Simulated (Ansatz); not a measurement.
**SiTe2 (model cell, started as fluorite): a soft mode frozen in**

Aim: this structure of SiTe2 (model cell, started as fluorite) is to be tested for unstable modes, and one is followed downhill.

Method: DFT PBEsol, scalar-relativistic, plane waves, PAW, in Ansatz 0.2.0.

This is a report of a sequence of runs, with most program output left out.

The structure was built from a prototype and need not be the compound's stable phase.

## (1) The structure

The structure is cubic, space group Fm-3m (No. 225). Conventional cell: a = 6.835 Å, b = 6.835 Å, c = 6.835 Å, α = 90.00°, β = 90.00°, γ = 90.00°. Nearest to Si lie 8 Te at 2.96 Å. Te has 4 Si at 2.96 Å nearest. Farther neighbours and most contacts between anions are not listed.

Structure file:

```cif
data_structure
_symmetry_space_group_name_H-M 'P 1'
_symmetry_Int_Tables_number 1
_cell_length_a 4.8334
_cell_length_b 4.8334
_cell_length_c 4.8334
_cell_angle_alpha 60.000
_cell_angle_beta 60.000
_cell_angle_gamma 60.000
_cell_volume 79.84
loop_
_atom_site_label
_atom_site_type_symbol
_atom_site_fract_x
_atom_site_fract_y
_atom_site_fract_z
_atom_site_occupancy
Si1 Si 0.00000 0.00000 0.00000 1
Te2 Te 0.25000 0.25000 0.25000 1
Te3 Te 0.75000 0.75000 0.75000 1
```

## (2) Phonons on a q mesh

The cell comes from relaxations at this level that are not shown. Stability and thermal properties need the whole zone. Linear response on a 4×4×4 q mesh gives force constants as far as a supercell of that size would.

The input, input.yaml:

```yaml
crystal:
  lattice:
    - [0.0, 3.417725295, 3.417725295]
    - [3.417725295, 0.0, 3.417725295]
    - [3.417725295, 3.417725295, 0.0]
  atoms:
    - { symbol: Si, position: [0.0, 0.0, 0.0] }
    - { symbol: Te, position: [0.25, 0.25, 0.25] }
    - { symbol: Te, position: [0.75, 0.75, 0.75] }
kpoints:
  mp_grid: { grid: [12, 12, 12] }
hamiltonian:
  xc: pbesol
scf:
  occupations: { method: methfessel_paxton, width: 0.15 }
output:
  eigenvalues: true
phonons:
  method: dfpt
  qmesh: [4, 4, 4]
  temperatures: { t_max: 1000, t_step: 50 }
  qpath:
    path:
      - [[0.0, 0.0, 0.0], [0.5, 0.0, 0.5], [0.625, 0.25, 0.625]]
      - [[0.375, 0.375, 0.75], [0.0, 0.0, 0.0], [0.5, 0.5, 0.5], [0.5, 0.25, 0.75], [0.5, 0.0, 0.5]]
    npoints: 10
```

Run with:

```
$ ansatz run input.yaml --threads 4 --pin off --max-ram 7168MiB --backend cpu --events-out ev --progress --plain --runs-dir out
```

The job ended after 19 min (4 threads of Arm Neoverse V2, shared host; peak memory 4.6 GiB).

This step gave:

```yaml
volume_per_atom: 26.61 Å³
gap_on_the_k_mesh: 0 eV
sum_rule_residual_before_enforcement: 3.12e-5 eV/Å²
lowest_frequency_on_the_path: -85.35 cm⁻¹
point_group: m-3m
highest_frequency_on_the_path_or_at_a_solved_wavevector: 115.8 cm⁻¹
highest_optical_mode_at_the_zone_centre_no_lo_to_term: 111.1 cm⁻¹
lowest_optical_zone_centre_mode: 83.42 cm⁻¹
lowest_mode_on_the_q_mesh_acoustic_modes_at_gamma_apart: -85.35 cm⁻¹
```

Frequencies (cm⁻¹) solved at each irreducible wavevector; negative means imaginary. Frequencies by wavevector, by row:

| q in reciprocal lattice units | star | mode 1 | mode 2 | mode 3 | mode 4 | mode 5 | mode 6 | mode 7 | mode 8 | mode 9 |
| --- | --- | --- | --- | --- | --- | --- | --- | --- | --- | --- |
| 0 0 0 | 1 | 0 | 0 | 0 | 83.4 | 83.4 | 83.4 | 111.1 | 111.1 | 111.1 |
| 0 0 0.25 | 8 | -27 | -27 | 35.7 | 59.2 | 81.9 | 81.9 | 108.9 | 108.9 | 110.3 |
| 0 0 -0.5 | 4 | -58.1 | -17.9 | -17.9 | 33 | 66.5 | 66.5 | 100.2 | 100.2 | 115.3 |
| 0 0.25 0.25 | 6 | -6.5 | -6.5 | 36.1 | 39.7 | 66.9 | 66.9 | 90.3 | 110.4 | 110.4 |
| 0 0.25 -0.5 | 24 | -71.2 | -32.5 | 21.7 | 45.6 | 51.9 | 87.1 | 103.3 | 106.3 | 115.8 |
| 0 0.25 -0.25 | 12 | -44.6 | -27.6 | -18.4 | -13.8 | 61.8 | 77.1 | 104.7 | 107.9 | 112.7 |
| 0 -0.5 -0.5 | 3 | -85.3 | -35.1 | -35.1 | 39.1 | 39.1 | 95.2 | 95.2 | 95.2 | 99.3 |
| 0.25 -0.5 -0.25 | 6 | -73.2 | -44.3 | -44.3 | 29.8 | 35.2 | 87.7 | 99 | 99 | 100.8 |

Interpolated from a 4×4×4 q mesh. Phonon branches along the path, in cm⁻¹:

| point | branch 1 | branch 2 | branch 3 | branch 4 | branch 5 | branch 6 | branch 7 | branch 8 | branch 9 |
| --- | --- | --- | --- | --- | --- | --- | --- | --- | --- |
| Γ | 0 | 0 | 0 | 83 | 83 | 83 | 111 | 111 | 111 |
| halfway | -6 | -6 | 36 | 40 | 67 | 67 | 90 | 110 | 110 |
| X | -85 | -35 | -35 | 39 | 39 | 95 | 95 | 95 | 99 |
| halfway | -84 | -30 | -23 | 12 | 37 | 95 | 95 | 98 | 108 |
| U | -78 | -31 | -14 | 25 | 35 | 96 | 97 | 98 | 115 |
| jump to K | -78 | -31 | -14 | 25 | 35 | 96 | 97 | 98 | 115 |
| halfway | -33 | -19 | -13 | 49 | 68 | 77 | 105 | 110 | 113 |
| Γ | 0 | 0 | 0 | 83 | 83 | 83 | 111 | 111 | 111 |
| halfway | -27 | -27 | 36 | 59 | 82 | 82 | 109 | 109 | 110 |
| L | -58 | -18 | -18 | 33 | 66 | 66 | 100 | 100 | 115 |
| halfway | -69 | -38 | 10 | 48 | 53 | 85 | 101 | 110 | 111 |
| W | -73 | -44 | -44 | 30 | 35 | 88 | 99 | 99 | 101 |
| halfway | -81 | -39 | -28 | -11 | 45 | 93 | 94 | 100 | 108 |
| X | -85 | -35 | -35 | 39 | 39 | 95 | 95 | 95 | 99 |

Symmetry leaves 8 wavevectors to solve. The lowest mode among them, the acoustic zeros apart, lies at q = (0, -0.5, -0.5) and is imaginary, 85.3i cm⁻¹, so the energy falls along it.

## (3) The mode frozen in, largest atomic shift 0 Å

The mode followed lies at q = (0, -0.5, -0.5) with frequency 85.4i cm⁻¹, the softest among the wavevectors solved. At small amplitude the distorted cell has space group no. 137 by a symmetry search on the positions. The undistorted cell that holds it gives the zero of energy on the same k mesh.

System of this step: SiTe2 (model cell, started as fluorite). It takes space group Fm-3m (No. 225, cubic). The conventional cell has a = 6.835 Å, b = 6.835 Å, c = 6.835 Å, α = 90.00°, β = 90.00°, γ = 90.00°. Nearest to Si lie 8 Te at 2.96 Å. Nearest to Te lie 4 Si at 2.96 Å. Farther neighbours and most contacts between anions are not listed.

The input, input.yaml:

```yaml
crystal:
  lattice:
    - [0.0, -3.417725295, -3.417725295]
    - [0.0, 3.417725295, -3.417725295]
    - [6.83545059, 0.0, 0.0]
  atoms:
    - { symbol: Si, position: [0.5, 0.5, 0.5] }
    - { symbol: Si, position: [0.0, 0.0, 0.0] }
    - { symbol: Te, position: [0.0, 0.5, 0.75] }
    - { symbol: Te, position: [0.5, 0.0, 0.25] }
    - { symbol: Te, position: [1.0, 0.5, 0.25] }
    - { symbol: Te, position: [0.5, 0.0, 0.75] }
kpoints:
  mp_grid: { grid: [6, 6, 6] }
hamiltonian:
  xc: pbesol
scf:
  occupations: { method: methfessel_paxton, width: 0.15 }
output:
  forces: true
  stress: true
  eigenvalues: true
```

Run time: 3.7 s. Hardware: 4 threads; peak memory 0.59 GiB; 14 s of CPU time.

This step gave:

```
pressure                         : 0.002714 GPa
energy from the undistorted cell : 0 meV/atom
```

The run ends at a pressure of 0.00 GPa.

## (4) The mode frozen in, largest atomic shift 0.45 Å

The atoms are moved along the unstable eigenvector, the largest shift by 0.45 Å, with the cell fixed.

input.yaml, the sections that differ from step 3:

```yaml
crystal:
  lattice:
    - [0.0, -3.417725295, -3.417725295]
    - [0.0, 3.417725295, -3.417725295]
    - [6.83545059, 0.0, 0.0]
  atoms:
    - { symbol: Si, position: [0.5, 0.5, 0.5] }
    - { symbol: Si, position: [0.0, 0.0, 0.0] }
    - { symbol: Te, position: [0.0, 0.5, 0.8158332606] }
    - { symbol: Te, position: [0.5, 0.0, 0.1841667394] }
    - { symbol: Te, position: [1.0, 0.5, 0.3158332606] }
    - { symbol: Te, position: [0.5, 0.0, 0.6841667394] }
# kpoints, hamiltonian, scf, output: as in step 3
```

Elapsed: 3.8 s, on 4 threads; peak memory 0.59 GiB; 15 s of CPU time.

Numbers from this step:

* pressure: -0.3072 GPa
* energy from the undistorted cell: -113.5 meV/atom

The energy, extrapolated to zero smearing, is -113.51 meV/atom against the undistorted cell.

The run ends at a pressure of -0.31 GPa, with forces up to 0.25 eV/Å.

## (5) Energy along the mode, all amplitudes (two of the runs are shown above)

An imaginary frequency means negative curvature, so the energy should fall and then rise again as anharmonic terms take over.

Numbers from this step:

```yaml
depth_at_the_lowest_point_sampled: 113.5 meV/atom
largest_atomic_shift_at_that_point: 0.45 Å
```

Table of energy from the parent by largest atomic shift:

| largest atomic shift (Å) | energy from the parent (meV/atom) |
| --- | --- |
| 0.000 | 0 |
| 0.040 | -1.58 |
| 0.080 | -6.51 |
| 0.140 | -19.4 |
| 0.220 | -42.1 |
| 0.320 | -76.6 |
| 0.450 | -114 |
| 0.600 | -113 |

Displacement at unit largest shift by atom:

| atom | x (Å) | y (Å) | z (Å) | size |
| --- | --- | --- | --- | --- |
| Si1 | 0.00 | 0.00 | 0.00 | 0.00 |
| Si2 | 0.00 | 0.00 | 0.00 | 0.00 |
| Te3 | 1.00 | 0.00 | 0.00 | 1.00 |
| Te4 | -1.00 | 0.00 | 0.00 | 1.00 |
| Te5 | 1.00 | 0.00 | 0.00 | 1.00 |
| Te6 | -1.00 | 0.00 | 0.00 | 1.00 |

The lowest of the steps tried is at 0.45 Å, 114 meV/atom below the parent; the bottom of the well need not coincide with a step.

## (6) Relaxation from the frozen mode

Starting from the lowest point found, all atoms and the cell are let go, so that strain and other modes of the same symmetry can join in.

input.yaml, as its differences from that of step 4:

```diff
@@ -22 +22,6 @@
   eigenvalues: true
+relax:
+  adjacent_minimum: "off"
+  f_tol: 0.002
+  max_steps: 120
+  cell: { stress_tol: 0.03 }
```

Run time: 2.1 min. Hardware: 4 threads; peak memory 0.67 GiB; 8.3 min of CPU time.

Relaxation path (22 of 31):

| step | energy less that of the first step (eV) | largest force component (eV/Å) | pressure (GPa) | volume (Å³) |
| --- | --- | --- | --- | --- |
| 1 | 0.0000 | 0.2520 | -0.31 | 159.69 |
| 2 | -0.0813 | 0.1946 | -0.59 | 162.58 |
| 4 | -0.4323 | 0.2557 | -1.02 | 165.55 |
| 5 | -0.6236 | 0.0720 | 0.92 | 161.18 |
| 7 | -0.6634 | 0.2526 | -0.48 | 165.75 |
| 8 | -0.6787 | 0.0183 | 0.06 | 164.99 |
| 10 | -0.6808 | 0.0010 | -0.01 | 165.31 |
| 11* | -0.7388 | 0.0017 | 0.55 | 165.31 |
| 12 | -0.8127 | 0.0289 | 0.69 | 166.61 |
| 14 | -0.9995 | 0.0008 | 0.91 | 168.90 |
| 15 | -1.0751 | 0.0164 | 0.45 | 171.22 |
| 17 | -1.1602 | 0.0325 | 0.19 | 172.23 |
| 18 | -1.1609 | 0.0185 | -0.04 | 173.06 |
| 20 | -1.1610 | 0.0001 | 0.00 | 173.05 |
| 21* | -1.2334 | 0.0010 | 0.64 | 173.05 |
| 22 | -1.2923 | 0.0129 | 0.56 | 174.51 |
| 24 | -1.3616 | 0.0643 | 0.23 | 179.34 |
| 25 | -1.3647 | 0.0248 | 0.21 | 179.93 |
| 27 | -1.3667 | 0.0058 | 0.02 | 180.86 |
| 28 | -1.3667 | 0.0004 | 0.00 | 180.90 |
| 30 | -1.3700 | 0.0003 | 0.01 | 181.21 |
| 31* | -1.3701 | 0.0003 | 0.00 | 181.21 |

Relaxation steps marked * repeat the geometry before them on a plane-wave basis chosen anew for their cell, so energy and pressure can jump there. Other such steps can lie between the rows shown. Relaxation step 7 was tried and not accepted.

The run keeps the 16 symmetry operations that it works with, so distortions that break them were not tested.

| cell as run | before | after | change |
| --- | --- | --- | --- |
| a (Å) | 4.833 | 3.933 | -18.6 % |
| b (Å) | 4.833 | 3.933 | -18.6 % |
| c (Å) | 6.835 | 11.716 | +71.4 % |
| volume (Å³/atom) | 26.61 | 30.20 | +13.5 % |

The atoms that moved most (Å, as changes of fractional coordinates times the final cell):

| atom | dx | dy | dz | length |
| --- | --- | --- | --- | --- |
| Te3 | 0.535 | 0.000 | 0.000 | 0.535 |
| Te6 | -0.535 | 0.000 | 0.000 | 0.535 |
| Te5 | 0.535 | 0.000 | 0.000 | 0.535 |
| Te4 | -0.535 | 0.000 | 0.000 | 0.535 |

This step gave:

```yaml
pressure: 0.004951 GPa
volume_per_atom: 30.20 Å³
```

The distorted start has space group P4_2/nmc; the relaxation ends in P4_2/nmc.

## (7) The new phase in its own primitive cell

The relaxed structure is symmetrised, reduced to its primitive cell and relaxed tightly, as its phonons need.

The input, input.yaml:

```yaml
crystal:
  lattice:
    - [3.9327580543, 0.0, 0.0]
    - [0.0, 3.9327580543, 0.0]
    - [0.0, 0.0, 11.7161611788]
  atoms:
    - { symbol: Si, position: [0.5, 0.5, 0.5] }
    - { symbol: Si, position: [0.0, 0.0, 0.0] }
    - { symbol: Te, position: [0.0, 0.5, 0.861463876] }
    - { symbol: Te, position: [0.5, 0.0, 0.138536124] }
    - { symbol: Te, position: [0.0, 0.5, 0.361463876] }
    - { symbol: Te, position: [0.5, 0.0, 0.638536124] }
kpoints:
  mp_grid: { grid: [8, 8, 4] }
hamiltonian:
  xc: pbesol
scf:
  occupations: { method: methfessel_paxton, width: 0.15 }
output:
  forces: true
  stress: true
  eigenvalues: true
relax:
  adjacent_minimum: "off"
  f_tol: 0.001
  max_steps: 60
  cell: { stress_tol: 0.01 }
```

It took 33 s on 4 threads; peak memory 0.68 GiB.

The steps of the relaxation:

| step | energy less that of the first step (eV) | largest force component (eV/Å) | pressure (GPa) | volume (Å³) |
| --- | --- | --- | --- | --- |
| 1 | 0.0000 | 0.0118 | -0.01 | 181.21 |
| 2 | 0.0003 | 0.0426 | 0.03 | 180.49 |
| 3 | -0.0002 | 0.0025 | -0.01 | 181.12 |
| 4 | -0.0002 | 0.0002 | 0.00 | 181.23 |
| 5 | -0.0002 | 0.0000 | 0.00 | 181.28 |
| 6* | -0.0003 | 0.0000 | 0.00 | 181.28 |

Relaxation steps marked * repeat the geometry before them on a plane-wave basis chosen anew for their cell, so energy and pressure can jump there. Relaxation step 2 was tried and not accepted.

The run keeps the 16 symmetry operations that it works with, so distortions that break them were not tested.

| conventional cell, symmetrised | before | after | change |
| --- | --- | --- | --- |
| a (Å) | 3.933 | 3.927 | -0.1 % |
| b (Å) | 3.933 | 3.927 | -0.1 % |
| c (Å) | 11.716 | 11.755 | +0.3 % |
| volume (Å³/atom) | 30.20 | 30.21 | +0.0 % |

Final coordinates:

```xyz
6
Lattice="3.9270 0.0000 0.0000 0.0000 3.9270 0.0000 0.0000 0.0000 11.7553" Properties=species:S:1:pos:R:3 pbc="T T T"
Si    1.9635    1.9635    5.8776
Si    0.0000    0.0000    0.0000
Te    0.0000    1.9635   10.1296
Te    1.9635    0.0000    1.6257
Te    0.0000    1.9635    4.2520
Te    1.9635    0.0000    7.5033
```

This step gave:

```
pressure        : 2.80e-5 GPa
volume per atom : 30.21 Å³
```

The largest force component left is 0.042 meV/Å and the pressure is 0.000 GPa, within the tolerances set. The cell now holds 30.21 Å³/atom.

## (8) Modes of the new phase, k-mesh 8×8×4

A relaxed structure may still be a saddle point, so its zone-centre modes are computed. No field response is asked, since the mesh shows no gap.

input.yaml, the sections that differ from step 7:

```yaml
crystal:
  lattice:
    - [3.9269709502, 0.0, 0.0]
    - [0.0, 3.9269709502, 0.0]
    - [0.0, 0.0, 11.7552634133]
  atoms:
    - { symbol: Si, position: [0.5, 0.5, 0.5] }
    - { symbol: Si, position: [0.0, 0.0, 0.0] }
    - { symbol: Te, position: [0.0, 0.5, 0.8617082734] }
    - { symbol: Te, position: [0.5, 0.0, 0.1382917266] }
    - { symbol: Te, position: [0.0, 0.5, 0.3617082734] }
    - { symbol: Te, position: [0.5, 0.0, 0.6382917266] }
output:
  eigenvalues: true
phonons:
  method: dfpt
# kpoints, hamiltonian, scf: as in step 7
# relax: removed
```

Run time: 95 s. Hardware: 4 threads; peak memory 2.2 GiB.

This step gave:

| Property | Result |
| --- | --- |
| sum-rule residual before enforcement | 1.55e-5 eV/Å² |
| point group | 4/mmm |
| highest optical mode at the zone centre (no LO-TO term) | 421.6 cm⁻¹ |
| lowest optical zone-centre mode | 33.46 cm⁻¹ |

Patterns of degenerate modes are one choice out of their space. The modes at Γ (shares of kinetic energy by element, %):

| mode | frequency (cm⁻¹) | symmetry | Si % | Te % |
| --- | --- | --- | --- | --- |
| 1 | 0.0 | acoustic | 10 | 90 |
| 2 | 0.0 | acoustic | 10 | 90 |
| 3 | 0.0 | acoustic | 10 | 90 |
| 4 | 33.5 | Eg | 9 | 91 |
| 5 | 33.5 | Eg | 9 | 91 |
| 6 | 40.0 | Eu | 6 | 94 |
| 7 | 40.0 | Eu | 6 | 94 |
| 8 | 41.5 | B1g | 9 | 91 |
| 9 | 61.8 | Eg | 8 | 92 |
| 10 | 61.8 | Eg | 8 | 92 |
| 11 | 143.8 | A1g | 0 | 100 |
| 12 | 148.0 | B2u | 0 | 100 |
| 13 | 267.2 | Eu | 84 | 16 |
| 14 | 267.2 | Eu | 84 | 16 |
| 15 | 273.7 | Eg | 83 | 17 |
| 16 | 273.7 | Eg | 83 | 17 |
| 17 | 406.7 | B1g | 91 | 9 |
| 18 | 421.6 | A2u | 90 | 10 |

Displacements in mode 5 (33.5 cm⁻¹), the largest set to 1:
```
Si1 -0.13 -0.86  0.00
Si2  0.13  0.86  0.00
Te3  0.15  0.76  0.00
Te4  0.11  1.00  0.00
Te5 -0.11 -1.00  0.00
Te6 -0.15 -0.76  0.00
```

Displacements in mode 14 (267.2 cm⁻¹), the largest set to 1:
```
Si1  0.04  1.00  0.00
Si2  0.04  1.00  0.00
Te3  0.00 -0.21  0.00
Te4 -0.01 -0.01  0.00
Te5 -0.01 -0.01  0.00
Te6  0.00 -0.21  0.00
```

Before it was imposed, the acoustic sum rule was missed by 1.6e-5 eV/Å². Small misses are needed for a sound result but don't prove that mesh and cutoff are converged. The lowest optical mode is real, 33.5 cm⁻¹.

## (9) Results

- unstable mode of the parent: q = (0, -0.5, -0.5), 85i cm⁻¹
- depth at the lowest point sampled: 114 meV/atom
- largest atomic shift at that point: 0.45 Å
- space group reached (within 0.01 Å): P4_2/nmc
- energy gained over the parent (first relaxation, on the mesh of the frozen mode): 342 meV/atom
- volume per atom, phase reached: 30.2 Å³
- lowest optical zone-centre mode, phase reached: 33.5 cm⁻¹
- highest optical mode at the zone centre (no LO-TO term), phase reached: 422 cm⁻¹

What this shows: Along this mode the structure falls into P4_2/nmc, 342 meV/atom below the parent. At the parent's cell the well is 113.5 meV/atom deep on the steps tried, with its lowest point at a shift of 0.45 Å. Relaxing atoms and cell changes the gain by +228.63 meV/atom against the lowest step (energies at zero smearing). Most of the total comes from this relaxation. The new phase has no imaginary mode at the zone centre of its cell; other wavevectors were not checked. Of the 2 patterns followed to their end from this parent, this one reaches the lowest energy. Each path keeps the symmetry of its pattern, so a lower phase may lie along a pattern not tried. With no gap, or one that is small against the smearing, the frequencies hang on the k mesh and the smearing, most of all near Kohn anomalies. The volume moved by more than a tenth on the k mesh of the start, so the energy gain is rough. A semilocal functional can close a gap that the real compound would have, so the metallic treatment may be an artefact of the level. Spin-orbit coupling is left out, which can matter for the heavy elements here. The starting cell was built on a prototype and not taken from a measurement, so the phase need not exist.

[Logs are printed without paths, hosts, clocks, repeated set-up lines and the standing remarks that a program may print on its own settings, such as how far it seeks lower states.]

[Hosts, paths, dates, database ids (printed as entryN), source tags and the programs' standing remarks are cut or masked in the printed files.]
